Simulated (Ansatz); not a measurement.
# What SrLiH3 (model cell, started as cubic perovskite with Sr in the octahedra) distorts into, part 3 of 3

Wanted: the energy along a soft mode of SrLiH3 (model cell, started as cubic perovskite with Sr in the octahedra) and the structure at the end.

Ansatz 0.2.0; DFT PBEsol, scalar-relativistic, plane waves, PAW.

So far. Step 5 (Energy along the mode, all amplitudes (two of the runs …): The energy still falls at the last step, so the rise lies beyond the steps tried. Step 7 (The new phase in its own primitive cell): The largest force component left is 0.55 meV/Å and the pressure is 0.000 GPa, within the tolerances set. The cell now holds 17.33 Å³/atom. The relaxed cell has a = 6.252, c = 4.434 Å (conventional setting).

The structure was built from a prototype and need not be the compound's stable phase.

## 8. Modes of the new phase, k-mesh 4×4×6

A relaxed structure may still be a saddle point, so its zone-centre modes are computed. The response to a homogeneous field gives the Born charges and the dielectric tensor.

The input, input.yaml:

```yaml
crystal:
  lattice:
    - [6.2520546109, 0.0, 0.0]
    - [0.0, 6.2520546109, 0.0]
    - [0.0, 0.0, 4.4344768513]
  atoms:
    - { symbol: Li, position: [0.0, 0.5, 0.0] }
    - { symbol: Li, position: [0.5, 0.0, 0.0] }
    - { symbol: Sr, position: [0.0, 0.0, 0.5] }
    - { symbol: Sr, position: [0.5, 0.5, 0.5] }
    - { symbol: H, position: [0.8553925169, 0.3553925169, 0.5] }
    - { symbol: H, position: [0.1446074831, 0.6446074831, 0.5] }
    - { symbol: H, position: [0.3553925169, 0.1446074831, 0.5] }
    - { symbol: H, position: [0.6446074831, 0.8553925169, 0.5] }
    - { symbol: H, position: [0.0, 0.0, 0.0] }
    - { symbol: H, position: [0.5, 0.5, 0.0] }
kpoints:
  mp_grid: { grid: [4, 4, 6] }
hamiltonian:
  xc: pbesol
scf:
  occupations: { method: fixed }
output:
  eigenvalues: true
phonons:
  method: dfpt
  dielectric: true
  rigid_motions: translations
```

Run with:

```sh
$ ansatz run input.yaml --threads 8 --pin off --max-ram 14336MiB --backend cpu --events-out ev --progress --plain --runs-dir out
```

Output:

```text
[...]
Crystal: 10 atoms, lattice volume = 173.336 Å³
Basis set: ecut = 420 eV, 3435 PW (Γ), exchange–correlation on 96×96×60 points (8 copies of the dense FFT grid, shifted against one another)
Bands: 26, of which v1, the nominal top of the filled ones, is band 16 counted from 1 (15 counted from 0)
Symmetry: 16 space group operations
k-points: 52 of 96 (irreducible under 1 space group operation, time reversal used)
[...]
SCF iter   1: F=—  HF=-7485.614916 eV  |F-HF|=—  |Δ(HF+E_count)|=         —  Δρ=5.35e-3  dr2=3.97e-2  ethr=1.77e-3  ⟨swp⟩=5.3  Hψ=6075  notcnv=0  defer=279
[...]
SCF iter   8: F=-7485.602837 eV  HF=-7485.602837 eV  |F-HF|=9.09e-13  |Δ(HF+E_count)|=  2.16e-10  Δρ=1.69e-7  dr2=4.41e-11  ethr=1.00e-12  ⟨swp⟩=18.1  Hψ=11645  notcnv=0
SCF 1 converged in 8 iterations: F = -7485.602837 eV  dr2 = 4.41e-11
[...]
DFPT response loops at Γ: preconditioner auto → Resta (q_TF=auto, 2.059 Å⁻¹)  ε∞=7.3 (no band partly filled); β = 1.00, the filter's whole step (`scf.mixing.beta` (0.50) is not read by the response loops at its default; to damp them type it under 1.00, their step now; it binds the ground state too); Broyden in place of MSR1
── the response to a field inside a basis, on 4×4×6 k-points: an SCF that follows is theirs, and a resumed run solves both again ──
Bands: 17, of which v1, the nominal top of the filled ones, is band 16 counted from 1 (15 counted from 0)
k-points: 9 of 96
[...]
Eigensolver: Dense (9 Hₖ)
SCF iter   1: F=—  HF=-7485.599016 eV  |F-HF|=—  |Δ(HF+E_count)|=         —  Δρ=1.60e-4  dr2=1.36e-5  ethr=1.00e-1
[...]
SCF iter   4: F=-7485.599025 eV  HF=-7485.599025 eV  |F-HF|=3.57e-10  |Δ(HF+E_count)|=   8.41e-8  Δρ=1.29e-6  dr2=7.25e-9  ethr=5.37e-10
SCF 1 converged in 4 iterations: F = -7485.599025 eV  dr2 = 7.25e-9
[...]
SCF converged after 8 iterations
Free energy (F): -7485.602837 eV
[...]
Internal energy: -7485.602837 eV  (E = F + TS)
E sigma→0 (E₀):  -7485.602837 eV
Fermi energy:    1.745286 eV
[...]
--- Band table (eV; the first three rows and the last of 52) ---
  k-point 0: bands = [... 12 lower, -0.4790, -0.0768, 1.1794, 1.1794, 4.1646, 5.5471, 5.5471, 6.6086, ... 6 higher]
  k-point 1: bands = [... 12 lower, -0.1237, 0.0328, 1.2816, 1.2816, 4.2772, 4.9126, 4.9126, 5.8067, ... 6 higher]
  k-point 2: bands = [... 12 lower, 0.2155, 0.7192, 1.5485, 1.5485, 3.9395, 3.9395, 4.5522, 5.3124, ... 6 higher]
  k-point 51: bands = [... 12 lower, 0.4037, 0.4037, 0.7570, 0.7570, 2.8688, 2.8688, 5.9955, 5.9955, ... 6 higher]
--- Phonons (Γ-DFPT): 8 representative perturbations + reference, on 52 of 96 k-points (Σ response iterations 25) ---
  k mesh reduced under 1 symmetry operation, with k and −k counted as one. Each operation leaves every solved perturbation unchanged. A smaller set is not considered because the run solves the response to a homogeneous field
  ASR residual: 2.290e-4 → 0.000e0 eV/Å²; symmetrization residual: 4.894e-7 eV/Å²
  ASR residual per site (eV/Å²): 7.81e-5 7.81e-5 2.29e-4 2.29e-4 2.12e-5 2.12e-5 2.12e-5 2.12e-5 9.86e-6 9.86e-6
  Γ frequencies (cm⁻¹): -502.72 -502.72 -474.70 -469.93 -469.93 -451.48 -418.06 -418.06 0.00 0.00 0.00 44.11 44.11 72.63 181.54 190.22 190.22 275.77 275.77 295.85 417.29 417.29 759.95 835.86 1012.53 1032.56 1032.56 1101.84 1460.14 1461.39
  ε∞ (high-frequency dielectric tensor):
        3.841094     0.000000     0.000000
        0.000000     3.841094     0.000000
        0.000000     0.000000     4.012590
  softest optical mode at Γ: -502.72 cm⁻¹; the repairs (sum rule, projections) moved no ω² at Γ by more than (3.17 cm⁻¹)²
  Born effective charges Z* (e; rows j = field, columns β = displacement):
    site 0:
         1.18049    0.02954    0.00000
         0.02954    1.18049    0.00000
         0.00000    0.00000    1.53448
    site 1:
         1.18049   -0.02954    0.00000
        -0.02954    1.18049    0.00000
         0.00000    0.00000    1.53448
    site 2:
         1.92680    0.00711    0.00000
        -0.00711    1.92680    0.00000
         0.00000    0.00000    1.53141
    site 3:
         1.92680   -0.00711    0.00000
         0.00711    1.92680    0.00000
         0.00000    0.00000    1.53141
    site 4:
        -1.01107    0.02396    0.00000
         0.02396   -1.01107    0.00000
         0.00000    0.00000   -1.06590
    site 5:
        -1.01107    0.02396    0.00000
         0.02396   -1.01107    0.00000
         0.00000    0.00000   -1.06590
    site 6:
        -1.01107   -0.02396    0.00000
        -0.02396   -1.01107    0.00000
         0.00000    0.00000   -1.06590
    site 7:
        -1.01107   -0.02396    0.00000
        -0.02396   -1.01107    0.00000
         0.00000    0.00000   -1.06590
    site 8:
        -1.08515   -0.01850    0.00000
         0.01850   -1.08515    0.00000
         0.00000    0.00000   -0.93408
    site 9:
        -1.08515    0.01850    0.00000
        -0.01850   -1.08515    0.00000
         0.00000    0.00000   -0.93408
  Z* charge neutrality: 2.680e-3 e pre-enforcement
  solved inside a basis spanned on kpoints, on 4×4×6 k-points, its susceptibility summed on 6×6×10: ε∞ is read to err by 1.6e-2, Z* by 1.5e-2 e (field_mesh: kpoints solves on kpoints); Z* is corrected for what the basis lacks
  optical modes at Γ without the LO–TO term, one row a degenerate level:
      ω (cm⁻¹)  modes    IR ((D/Å)²/amu)
       -502.72      2           131.8536
       -474.70      1             0.0000
       -469.93      2             0.0000
       -451.48      1           107.1482
       -418.06      2             1.8318
         44.11      2             7.8016
         72.63      1             0.0000
[...]
optical modes at Γ + LO–TO along q̂ = [1.0000, 0.0000, 0.0000]:
      ω (cm⁻¹)  modes    IR ((D/Å)²/amu)
[...]
optical modes at Γ + LO–TO along q̂ = [0.0000, 1.0000, 0.0000]:
      ω (cm⁻¹)  modes    IR ((D/Å)²/amu)
[...]
optical modes at Γ + LO–TO along q̂ = [0.0000, 0.0000, 1.0000]:
      ω (cm⁻¹)  modes    IR ((D/Å)²/amu)
[...]
181.54      1             0.0000
        190.22      2             6.1075
        275.77      2            35.6398
        417.29      2            54.3712
        487.05      1            84.9695
        759.95      1             0.0000
        835.86      1             0.0000
       1012.53      1             0.0000
       1032.56      2            79.9659
       1101.84      1             0.0000
       1460.14      1             0.0000
       1508.07      1            52.9041
```

Wall time 28 s (8 threads of Arm Neoverse V2, shared host); peak memory 1.2 GiB.

Numbers from this step:

```yaml
sum_rule_residual_before_enforcement: 2.29e-4 eV/Å²
miss_of_the_charge_sum_rule: 0.002680 e
estimated_error_of_the_dielectric_tensor: 0.01561
estimated_error_of_the_born_charges: 0.01459 e
point_group: 4/mmm
highest_optical_mode_at_the_zone_centre_no_lo_to_term: 1461 cm⁻¹
lowest_optical_zone_centre_mode: -502.7 cm⁻¹
mean_high_frequency_dielectric_constant: 3.898
largest_born_charge_third_of_the_trace: 1.795 e
top_of_the_zone_centre_spectrum_with_the_field: 1508 cm⁻¹
```

Without the LO-TO term. Patterns of degenerate modes are one choice out of their space. Modes at Γ, with each element's share of the kinetic energy (negative means imaginary):

```
mode  frequency (cm⁻¹)  symmetry  Li %  Sr %  H %
   1            -502.7        Eu     9     0   91
   2            -502.7        Eu     9     0   91
   3            -474.7       B1u    28     0   72
   4            -469.9        Eg     0     0  100
   5            -469.9        Eg     0     0  100
   6            -451.5       A2u    42     0   58
   7            -418.1        Eu    32     0   68
   8            -418.1        Eu    32     0   68
   9               0.0  acoustic     7    90    3
  10               0.0  acoustic     7    90    3
  11               0.0  acoustic     7    90    3
  12              44.1        Eu    14    75   11
  13              44.1        Eu    14    75   11
  14              72.6       A1u     0    99    1
  15             181.5       B1u    72     0   28
  16             190.2        Eu    74    15   12
  17             190.2        Eu    74    15   12
  18             275.8        Eu    36    18   45
  19             275.8        Eu    36    18   45
  20             295.9       A2u    51     9   40
  21             417.3        Eu    27     1   71
  22             417.3        Eu    27     1   71
  23             760.0       A1g     0     0  100
  24             835.9       B2g     0     0  100
  25            1012.5       B1g     0     0  100
  26            1032.6        Eu     0     1   99
  27            1032.6        Eu     0     1   99
  28            1101.8       A2g     0     0  100
  29            1460.1       A1u     0     1   99
  30            1461.4       A2u     0     1   99
```

Displacements in mode 1 (-502.7 cm⁻¹), the largest set to 1:
```
Li1  0.00 -0.12  0.00
Li2  0.02 -0.12  0.00
Sr3  0.00  0.00  0.00
Sr4  0.00  0.00  0.00
H5  -0.02  0.02  0.00
H6  -0.02  0.02  0.00
H7   0.02  0.01  0.00
H8   0.02  0.01  0.00
H9  -0.08  1.00  0.00
H10 -0.10  1.00  0.00
```

Displacements in mode 18 (275.8 cm⁻¹), the largest set to 1:
```
Li1  0.01 -0.31  0.00
Li2 -0.48  0.57  0.00
Sr3  0.09  0.07  0.00
Sr4 -0.02 -0.11  0.00
H5  -0.31 -0.26  0.00
H6  -0.31 -0.26  0.00
H7  -1.00  0.99  0.00
H8  -1.00  0.99  0.00
H9  -0.62 -0.53  0.00
H10  0.12  0.80  0.00
```

Optical modes at the zone centre, without and with the macroscopic field of the longitudinal modes; each column is sorted by frequency, so a row need not hold one and the same mode. Modes with and without the field, by row:

```
rank among optical modes  no field (cm⁻¹)  q along (1, 0, 0) (cm⁻¹)  q along (0, 0, 1) (cm⁻¹)
                       1           -502.7                    -502.7                    -502.7
                       2           -502.7                    -474.7                    -502.7
                       3           -474.7                    -469.9                    -474.7
                       4           -469.9                    -469.9                    -469.9
                       5           -469.9                    -451.5                    -469.9
                       6           -451.5                    -421.2                    -418.1
                       7           -418.1                    -418.1                    -418.1
                       8           -418.1                    -363.3                      32.8
                       9             44.1                      44.1                      44.1
                      10             44.1                      72.6                      44.1
                      11             72.6                      90.3                      72.6
                      12            181.5                     181.5                     181.5
                      13            190.2                     190.2                     190.2
                      14            190.2                       201                     190.2
                      15            275.8                     275.8                     275.8
                      16            275.8                     295.9                     275.8
                      17            295.9                     332.3                     417.3
                      18            417.3                     417.3                     417.3
                      19            417.3                     582.4                     487.1
                      20              760                       760                       760
                      21            835.9                     835.9                     835.9
                      22             1012                      1012                      1012
                      23             1033                      1033                      1033
                      24             1033                      1102                      1033
                      25             1102                      1117                      1102
                      26             1460                      1460                      1460
                      27             1461                      1461                      1508
```

Born charge (rows field, columns displacement) (e), principal values of the symmetric part by kind of site:

```
atom  atoms with these values    low  middle   high   mean
 Li1                        2   1.15    1.21   1.53   1.30
 Sr3                        2   1.53    1.93   1.93   1.79
  H5                        4  -1.07   -1.04  -0.99  -1.03
  H9                        2  -1.09   -1.09  -0.93  -1.03
```

In full for Li1:

```
1.18 0.03 0.00
0.03 1.18 0.00
0.00 0.00 1.53
```

High-frequency dielectric tensor:

```
3.84 0.00 0.00
0.00 3.84 0.00
0.00 0.00 4.01
```

Transverse modes; imaginary modes are left out. Lines of the infrared spectrum (strongest = 100):

```
position (cm⁻¹)  relative intensity
             44                  10
             73                 0.0
            182                 0.0
            190                 7.6
            276                  45
            296                  19
            417                  68
            760                 0.0
            836                 0.0
           1012                 0.0
           1033                 100
           1102                 0.0
           1460                 0.0
           1461                  48
```

Before it was imposed, the acoustic sum rule was missed by 2.3e-4 eV/Å² and the charge sum rule by 0.0027 e. Small misses are needed for a sound result but don't prove that mesh and cutoff are converged. The lowest optical mode is imaginary, 502.7i cm⁻¹, so the energy falls along it.

## 9. The phases reached

The phases reached along the modes that were followed are set side by side.

Energies are those of the first relaxation, on the mesh of the frozen mode; space group, volume and gap are those of the last relaxation. Phases, by row:

```
                   mode frozen in  space group  energy from parent (meV/atom)  volume (Å³/atom)  gap on mesh (eV)  lowest zone-centre optical mode (cm⁻¹)  largest shift (Å)
                           parent        Pm-3m                              0             19.37             1.664                                       –                  –
q = (-0.5, -0.5, -0.5), 560i cm⁻¹       I4/mcm                          -99.1             17.32             1.211                                  -649.3              0.935
q = (-0.5, -0.5, -0.5), 560i cm⁻¹         R-3c                         -311.8             15.94             1.984                                  -267.7              1.063
q = (-0.5, -0.5, -0.5), 560i cm⁻¹         Imma                         -264.2             15.16             1.563                                  -254.1              1.474
q = (0.25, -0.5, -0.5), 557i cm⁻¹       I4/mcm                         -98.11             17.34             1.173                                       –              0.933
   q = (0, -0.5, -0.5), 553i cm⁻¹       P4/mbm                         -97.09             17.33             1.123                                  -502.7              0.931
```

## 10. Outcome

```json
{
 "unstable mode of the parent": "q = (0, -0.5, -0.5), 553i cm⁻¹",
 "depth at the lowest point sampled": "58.5 meV/atom",
 "largest atomic shift at that point": "0.6 Å",
 "space group reached": "P4/mbm",
 "energy gained over the parent (first relaxation, on the mesh of the frozen mode)": "97.1 meV/atom",
 "volume per atom, phase reached": "17.3 Å³",
 "gap on the k-mesh, phase reached": "1.12 eV",
 "lowest optical zone-centre mode, phase reached": "-503 cm⁻¹",
 "highest optical mode at the zone centre (no LO-TO term), phase reached": "1461 cm⁻¹"
}
```

In words: Along this mode the structure falls into P4/mbm, 97.1 meV/atom below the parent. At the parent's cell the well is 58.54 meV/atom deep on the steps tried, with its lowest point at a shift of 0.6 Å. That is the last step tried, so the steps alone don't bracket the bottom of the well. Relaxing atoms and cell changes the gain by +38.55 meV/atom against the lowest step (energies at zero smearing). The new phase still has an imaginary mode at the zone centre of its cell, so it is a saddle point on the way to a lower structure. Of the 5 patterns followed from this parent, this one ends 215 meV/atom above the lowest, R-3c. Each path keeps the symmetry of its pattern, so a lower phase may lie along a pattern not tried. The volume moved by more than a tenth on the k mesh of the start, so the energy gain is rough. The starting cell was built on a prototype and not taken from a measurement, so the phase need not exist.

[Long decimals in the printed logs are rounded to 6 places.]

[Logs are printed without paths, hosts, clocks, repeated set-up lines and the standing remarks that a program may print on its own settings, such as how far it seeks lower states.]

[Hosts, paths, dates, database ids (printed as entryN), source tags and the programs' standing remarks are cut or masked in the printed files.]

[Where the starting crystal was built by hand or by swapping elements, it need not be the compound's stable phase.]
